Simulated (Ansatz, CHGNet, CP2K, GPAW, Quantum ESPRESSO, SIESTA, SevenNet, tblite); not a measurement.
# SIESTA on random packing of C71N29 (at. %) (109 atoms): settings against a plane-wave reference, part 2 of 2

Wanted: SIESTA inputs and outputs for random packing of C71N29 (at. %) (109 atoms), checked against a plane-wave reference.

Program: SIESTA 5.4.2; the method stands at each step. Banners, paths, timers and routine set-up lines are dropped from the logs unmarked, and long logs keep their key lines alone; longer cuts are marked. The potentials were converted by us to PSML.

So far. Step 2 (PBE, DZP, shift 0.01 Ry, mesh 500 Ry): Forces lie 5.6 % from the reference's, at 17 times its CPU time (on 4 against 8 cores). Step 3 (PBE, SZ, shift 0.01 Ry, mesh 500 Ry): Against the first run (5.6 %), the force difference from the reference is 74 %, at 0.23 times the CPU time (on 1 against 4 cores), with 436 basis functions against 1417: the smaller basis costs accuracy.

## (4) PBE, DZ, shift 0.01 Ry, mesh 500 Ry

Method: Kohn-Sham DFT, PBE, PseudoDojo 0.4.1 norm-conserving pseudopotentials (converted to PSML), numerical atomic orbitals (DZ), diagonalisation.

input.fdf reads:

```
SystemLabel cell
NumberOfAtoms 109
NumberOfSpecies 2
%block ChemicalSpeciesLabel
  1 6 C
  2 7 N
%endblock ChemicalSpeciesLabel
LatticeConstant 1.0 Ang
%block LatticeVectors
  9.80880 0.00000 0.00000
  0.00000 9.80880 0.00000
  0.00000 0.00000 9.80880
%endblock LatticeVectors
PAO.BasisSize DZ
PAO.EnergyShift 0.01 Ry
XC.Functional GGA
XC.Authors PBE
MeshCutoff 500 Ry
%block kgrid_Monkhorst_Pack
  1 0 0 0.0
  0 1 0 0.0
  0 0 1 0.0
%endblock kgrid_Monkhorst_Pack
SolutionMethod diagon
OccupationFunction FD
ElectronicTemperature 580 K
SCF.Mixer.Method Pulay
SCF.Mixer.Weight 0.05
SCF.Mixer.History 8
SCF.Mix Hamiltonian
MaxSCFIterations 300
SCF.DM.Tolerance 1e-04
SCF.H.Tolerance 1.0e-3 eV
WriteForces T
Write.HirshfeldPop T
Write.VoronoiPop T
Write.DM F
Write.H F
XML.Write F
AtomicCoordinatesFormat Fractional
%block AtomicCoordinatesAndAtomicSpecies
[... 109 atom lines left out: the same atoms as in the first run ...]
%endblock AtomicCoordinatesAndAtomicSpecies
```

Launch:

```sh
$ OMP_NUM_THREADS=1 mpirun -np 2 siesta < input.fdf > output.txt
```

The program printed:

```text
Version         : 5.4.2
reinit: System Name:
reinit: System Label: cell
initatom: Reading input for the pseudopotentials and atomic orbitals ----------
Species number:   1 Atomic number:    6 Label: C
Species number:   2 Atomic number:    7 Label: N
Ground state valence configuration (from tables):   2s02  2p02  3d00  4f00
Ground state valence configuration (from tables):   2s02  2p03  3d00  4f00
---- Processing specs for species: C
GGA--PBE XC_GGA_X_PBE--XC_GGA_C_PBE pb
---- Processing specs for species: N
GGA--PBE XC_GGA_X_PBE--XC_GGA_C_PBE pb
[... lines left out ...]
stepf: Fermi-Dirac step function
        iscf     Eharris(eV)        E_KS(eV)     FreeEng(eV)     dDmax    Ef(eV) dHmax(eV)
[... lines left out ...]
SCF Convergence by DM+H criterion
[... lines left out ...]
SCF cycle converged after 23 iterations
[... lines left out ...]
   Max    5.621008
[... lines left out ...]
   Max    5.621008    constrained
Stress tensor Voigt[x,y,z,yz,xz,xy] (kbar):      145.01      165.23      104.34       11.31       32.84       -8.23
[... lines left out ...]
siesta: FreeEng =    -21208.628407
[... lines left out ...]
siesta:       Ion-ion =  -12737.691843
siesta:         Total =  -21208.134708
siesta:         Fermi =      -4.379571
siesta: Stress tensor (static) (eV/Ang**3):
siesta:     0.090509   -0.005134    0.020500
siesta:    -0.005135    0.103128    0.007057
siesta:     0.020500    0.007057    0.065123
siesta: Cell volume =        943.729733 Ang**3
siesta: Pressure (static):
siesta:                Solid            Molecule  Units
siesta:          -0.00093942         -0.00141373  Ry/Bohr**3
siesta:          -0.08625349         -0.12980287  eV/Ang**3
siesta:        -138.19333107       -207.96711750  kBar
    Orbital volume contribution        =          25.118459 eV
    (Free)E + p_basis*V_orbitals       =      -21183.509949 eV
    (Free)Eharris+ p_basis*V_orbitals  =      -21183.509945 eV
Hirshfeld Atomic Populations:
Atom #   charge [q] valence [e]  Species
     1     0.033595    3.966405  C
     2     0.015317    3.984683  C
     3     0.018231    3.981769  C
[...]
78    -0.009539    5.009539  N
    79    -0.105231    5.105231  N
    80    -0.029438    5.029438  N
[...]
--------------------
 Total    -0.000045
Voronoi Atomic Populations:
Atom #   charge [q] valence [e]  Species
[...]
76     0.037952    3.962048  C
    77     0.013643    3.986357  C
[...]
108    -0.038912    5.038912  N
   109    -0.096691    5.096691  N
--------------------
 Total    -0.000046
```

It took 2.1 min on 2 MPI ranks of Arm Neoverse V2, shared host; peak memory 1.5 GiB.

Numbers from this run, and their distance from the reference:

| Item | Value |
| --- | --- |
| r.m.s. force component | 1.767 eV/Å |
| r.m.s. difference of force components | 601.5 meV/Å |
| longest difference of force vectors | 2497 meV/Å |
| force difference over r.m.s. force | 30.96 % |
| slope of forces against the reference's | 0.8656 |
| correlation of force components | 0.9518 |
| pressure | -13.82 GPa |
| pressure difference | 9.783 GPa |

This is a coarse setting, run to see what it loses.

Against the first run (5.6 %), the force difference from the reference is 31 %, at 0.34 times the CPU time (on 2 against 4 cores), with 872 basis functions against 1417: the smaller basis costs accuracy.

## (5) Side by side

Differences are against the plane-wave reference, forces as r.m.s. over components; share is that over the reference's r.m.s. force, slope the least-squares factor from reference forces to these. Total energies of different programs have different zeros and aren't compared.

```tsv
run	Δ force, r.m.s. (meV/Å)	share (%)	slope	Δ pressure (GPa)	cores	CPU time	memory (GiB)
reference	-	-	-	-	8	41 s	1.3
SIESTA PBE, DZP, shift 0.01 Ry, mesh 500 Ry	109	5.59	0.982	1.68	4	12 min	2.8
SIESTA PBE, SZ, shift 0.01 Ry, mesh 500 Ry (coarse)	1438	74.0	0.591	22.8	1	2.7 min	1.0
SIESTA PBE, DZ, shift 0.01 Ry, mesh 500 Ry (coarse)	602	31.0	0.866	9.78	2	4.1 min	1.5
```

Rows marked coarse were listed beforehand as settings not expected to be converged; some can still land near the reference.

CPU time is summed over cores on a shared host, where runs went side by side, so it is rough. Symmetry, cutoffs, thresholds, outputs and thread counts weren't matched or tuned between programs; memory under MPI is the largest rank's times the ranks.

## (6) Summary of results

| Item | Value |
| --- | --- |
| nearest in forces | SIESTA PBE, DZP, shift 0.01 Ry, mesh 500 Ry, 5.6 % |
| its CPU time | 12 min |

What this shows: The PBE run in local orbitals, coarse settings apart, differs by 5.6 % (SIESTA PBE, DZP, shift 0.01 Ry, mesh 500 Ry); basis, grid and potentials can all enter. Runs with settings chosen to be coarse differ by 31 % (SIESTA PBE, DZ, shift 0.01 Ry, mesh 500 Ry) to 74 % (SIESTA PBE, SZ, shift 0.01 Ry, mesh 500 Ry), their programs' other errors included. None of the electronic-structure runs in the table takes under half the reference's CPU time of 41 s; they take 3.9 to 17 times as much. In pressure, SIESTA PBE, SZ, shift 0.01 Ry, mesh 500 Ry misses by +22.8 GPa, at the same functional. The reference's stress is far from hydrostatic: its diagonal is -24.3, -26.8, -19.7 GPa, compression counted positive. The reference's pressure of -24 GPa says that the cell would shrink at this level of theory. The electronic-structure runs sample only Γ, in a cell whose shortest periodic width is 10 Å, which is coarse for a cell with partly filled levels.

[Also dropped from logs without a mark: logging warnings of Python, and SIESTA's first energy breakdown and zero terms.]

[Logs are printed without paths, hosts, clocks, repeated set-up lines and the standing remarks that a program may print on its own settings, such as how far it seeks lower states.]

[Hosts, paths, dates, database ids (printed as entryN), source tags and the programs' standing remarks are cut or masked in the printed files.]
